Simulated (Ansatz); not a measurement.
# BaSrNCl: complex band structure, part 3 of 3

Wanted: the relaxed cell of BaSrNCl, its band edges and its decay constants. It is built by putting Ba for part of the Sr in the Sr2NCl structure of space group R-3m, with the volume rescaled by atomic radii. The parent structure comes from the Materials Project.

Ansatz 0.2.0; r2SCAN DFT, plane waves, PAW files (the session's first sound run).

So far, gap on path (eV): step 3 (the bulk crystal and its band edges) 1.82.

The structure was built from a prototype and need not be the compound's stable phase.

## 4. Decaying states in the gap (continued)

Level of this step: r2SCAN DFT, plane waves, PAW files; complex bands by layer matching along the plane's normal (Ansatz).

K parallel (-0.5, 0); values up to 1.5 1/Å, a degenerate pair printed once or twice; energies at which all values exceed this have no row. Im kz of the slowest decaying states against energy, zero at the highest filled level on the SCF mesh:

| energy (eV) | decay 1 (Å⁻¹) | decay 2 (Å⁻¹) | decay 3 (Å⁻¹) | decay 4 (Å⁻¹) |
| --- | --- | --- | --- | --- |
| -1.00 | 0.346 | 0.403 | 0.515 | 0.682 |
| -0.76 | 0.235 | 0.355 | 0.427 | 0.621 |
| -0.44 | 0.127 | 0.142 | 0.198 | 0.425 |
| -0.20 | 0.308 | 0.424 | 0.658 | 0.715 |
| -0.04 | 0.236 | 0.348 | 0.416 | 0.651 |
| 0.04 | 0.141 | 0.363 | 0.418 | 0.440 |
| 0.36 | 0.323 | 0.400 | 0.443 | 0.614 |
| 0.60 | 0.363 | 0.418 | 0.455 | 0.566 |
| 0.92 | 0.387 | 0.435 | 0.460 | 0.499 |
| 1.16 | 0.378 | 0.443 | 0.456 | 0.457 |
| 1.40 | 0.322 | 0.443 | 0.449 | 0.451 |
| 1.72 | 0.165 | 0.436 | 0.443 | 0.454 |
| 1.96 | 0.421 | 0.444 | 0.456 | 0.487 |
| 2.20 | 0.404 | 0.444 | 0.451 | 0.455 |
| 2.52 | 0.375 | 0.392 | 0.441 | 0.449 |
| 2.76 | 0.336 | 0.350 | 0.438 | 0.442 |

K parallel (-0.5, 0). The Re kz of states that move upwards by energy, zero at the highest filled level on the SCF mesh:

| energy (eV) | channel 1 (Å⁻¹) | channel 2 (Å⁻¹) |
| --- | --- | --- |
| -1.00 | 0.307 | - |
| -0.92 | 0.359 | - |
| -0.76 | 0.502 | - |
| -0.68 | 0.772 | - |
| -0.60 | - | - |
| -0.52 | - | - |
| -0.36 | 0.281 | 0.390 |
| -0.28 | 0.423 | 0.527 |
| -0.20 | 0.558 | 0.617 |
| -0.12 | 0.712 | 0.734 |
| -0.04 | 0.837 | - |
| 0.04 | - | - |
| 0.12 | - | - |
| 0.20 | - | - |
| 0.36 | - | - |
| 0.44 | - | - |
| 0.52 | - | - |
| 0.60 | - | - |
| 0.76 | - | - |
| 0.84 | - | - |
| 0.92 | - | - |
| 1.00 | - | - |
| 1.16 | - | - |
| 1.24 | - | - |
| 1.32 | - | - |
| 1.40 | - | - |
| 1.56 | - | - |
| 1.64 | - | - |
| 1.72 | - | - |
| 1.88 | -0.737 | - |
| 1.96 | -0.667 | - |
| 2.04 | -0.616 | - |
| 2.12 | -0.574 | - |
| 2.28 | -0.501 | - |
| 2.36 | -0.469 | - |
| 2.44 | -0.438 | - |
| 2.52 | -0.408 | - |
| 2.68 | -0.351 | - |
| 2.76 | -0.322 | - |

At the listed wavevectors the last open channel is at -0.04 eV and the next at +1.88 eV on the grid. At +0.92 eV, the grid energy nearest the filling level (the middle of the gap on the SCF mesh), the slowest state at the listed wavevectors decays with κ = 0.261 Å⁻¹, its amplitude falling by e over 3.8 Å. Through 1 nm of this crystal that state's transmission falls by exp(−2 × 0.261 Å⁻¹ × 10 Å) = 0.0054.

## 5. Decay over the two-dimensional zone

The listed points could miss the slowest state, so one energy near mid-gap is solved on a mesh of 6×12.

input.yaml

```yaml
crystal:
  lattice:
    - [7.722678709, 0.0, 0.0]
    - [1.024857576, 3.844341103, 0.0]
    - [1.024857576, 1.78556287, 3.404515201]
  atoms:
    - { symbol: Ba, position: [0.3139855966, 0.2286714678, 0.2286714678] }
    - { symbol: Sr, position: [0.6968110725, 0.7677296425, 0.7677296425] }
    - { symbol: "N", position: [0.5120611622, 0.4959796126, 0.4959796126] }
    - { symbol: Cl, position: [0.9771421687, 0.0076192771, 0.0076192771] }
kpoints:
  mp_grid: { grid: [8, 8, 8] }
scf:
  occupations: { method: fixed }
hamiltonian:
  xc: r2scan
output:
  eigenvalues: true
  transmission: { leads: [[0, 0]], kmesh: [6, 12], e_range: [0.91, 0.92], de: 0.05 }
```

On the command line:

```bash
> ansatz run input.yaml --threads 2 --pin off --max-ram 4096MiB --backend cpu --events-out ev --progress --plain --runs-dir out
```

Numbers of over 12 decimals in the logs are rounded to 6 here.

The program printed:

```text
[...]
Crystal: 4 atoms, lattice volume = 101.075 Å³
Basis set: ecut = 500 eV, 2571 PW (Γ), exchange–correlation on 240×120×120 points (64 copies of the dense FFT grid, shifted against one another)
Bands: 20, of which v1, the nominal top of the filled ones, is band 16 counted from 1 (15 counted from 0)
Symmetry: 6 space group operations
[...]
k-points: 65 of 512 (time reversal used)
[...]
SCF iter   1: F=—  HF=-10994.306703 eV  |F-HF|=—  |Δ(HF+E_count)|=         —  Δρ=6.62e-3  dr2=7.88e-2  dr2_τ=6.73e-2  ethr=1.77e-3  ⟨swp⟩=5.8  Hψ=6422  notcnv=0  defer=130
[...]
SCF iter   7: F=-10994.441170 eV  HF=-10994.441170 eV  |F-HF|=7.61e-9  |Δ(HF+E_count)|=   5.37e-9  Δρ=4.55e-6  dr2=3.07e-8  dr2_τ=2.56e-9  ethr=3.13e-10  ⟨swp⟩=6.8  Hψ=7187  notcnv=0
SCF 1 converged in 7 iterations: F = -10994.441170 eV  dr2 = 3.07e-8
[...]
transmission: 36 of 228 steps passed
transmission: 54 of 228 steps passed
[...]
transmission: 228 of 228 steps passed
SCF converged after 7 iterations
Free energy (F): -10994.441170 eV
[...]
Internal energy: -10994.441170 eV  (E = F + TS)
E sigma→0 (E₀):  -10994.441170 eV
Fermi energy:    7.621799 eV
[...]
--- Band table (eV; the first three rows and the last of 65) ---
  k-point 0: bands = [... 12 lower, 3.6337, 6.6618, 7.2758, 7.2758, 10.0900, 11.1581, 11.9096, 11.9096]
  k-point 1: bands = [... 12 lower, 3.5961, 6.7689, 7.1558, 7.3174, 10.5989, 11.1234, 11.6314, 12.2214]
  k-point 2: bands = [... 12 lower, 3.5054, 6.8849, 7.2924, 7.4038, 10.4743, 11.4879, 12.0546, 12.2749]
  k-point 64: bands = [... 12 lower, 3.6465, 6.3863, 7.2042, 7.2042, 10.8215, 11.4334, 12.2639, 12.2639]
--- Transmission ---
  basis      : 313 plane waves across, 6 finite elements along
  points     : 38, standing for a mesh of 6 x 12
  energies   : 1 from 0.910000 to 0.910000 eV about the Fermi level; the leads are filled to 0.912512 eV, and channels, transmission and decay are at 0.910000 eV
[...]
channels       : 0.000000e0 a spin
    conductance    : none, crystal 0 has no channel at the energies, or these end too early or step too widely for 300 K: set another output.transmission.e_range or a lower de, or, where they end at an eighth of basis.ecutwfc, a higher one
    slowest decay  : 0.2613 /Å at (0.0000, 0.0000)
```

It took 94 s on 2 threads of Arm Neoverse V2, shared host; peak memory 1.1 GiB; 3 min of CPU time.

This step gave:

| Quantity | Value |
| --- | --- |
| least decay constant on the mesh | 0.2613 Å⁻¹ |

Slowest decay constant (1/Å; 0 where a channel is open) over k1 and k2. At 0.9100 eV from the Fermi level.

Values, 12 rows by 6 columns:
```
0.349 0.342 0.338 0.345 0.377 0.356
0.361 0.356 0.361 0.385 0.383 0.385
0.350 0.354 0.353 0.364 0.367 0.359
0.367 0.367 0.338 0.331 0.331 0.338
0.391 0.375 0.315 0.285 0.295 0.342
0.387 0.364 0.291 0.261 0.291 0.364
0.391 0.342 0.295 0.285 0.315 0.375
0.367 0.338 0.331 0.331 0.338 0.367
0.350 0.359 0.367 0.364 0.353 0.354
0.361 0.385 0.383 0.385 0.361 0.356
0.349 0.356 0.377 0.345 0.338 0.342
0.326 0.337 0.337 0.326 0.337 0.337
```
Columns: k1 (b1) from -0.5 to 0.333; rows upwards: k2 (b2) from -0.5 to 0.417.

The least value on the mesh is 0.261 Å⁻¹ at +0.91 eV. At that energy the listed points give about 0.261 Å⁻¹ by interpolation, so the mesh holds no clearly slower state.

## 6. Outcome

```json
{
  "band gap": "1.82 eV",
  "least decay constant at mid-gap, normal to (101)": "0.261 Å⁻¹",
  "least decay constant on a mesh, normal to (101)": "0.261 Å⁻¹"
}
```

What this shows: With r2SCAN, the slowest decay at the wavevectors tried is κ = 0.261 Å⁻¹, normal to (101). Through such a film the transmission near mid-gap falls as exp(−2κd), a factor of ten every 4.4 Å. A free electron under a barrier of half the gap would need a mass of 0.29 mₑ to decay at this rate. The compound is made up by substitution; its stability against other phases and against distortions of the cell's symmetry was not tested. r2SCAN still narrows gaps, if less than LDA and GGA do, so real decay constants are likely larger.

[Logs are printed without paths, hosts, clocks, repeated set-up lines and the standing remarks that a program may print on its own settings, such as how far it seeks lower states.]

[Hosts, paths, dates, database ids (printed as entryN), source tags and the programs' standing remarks are cut or masked in the printed files.]
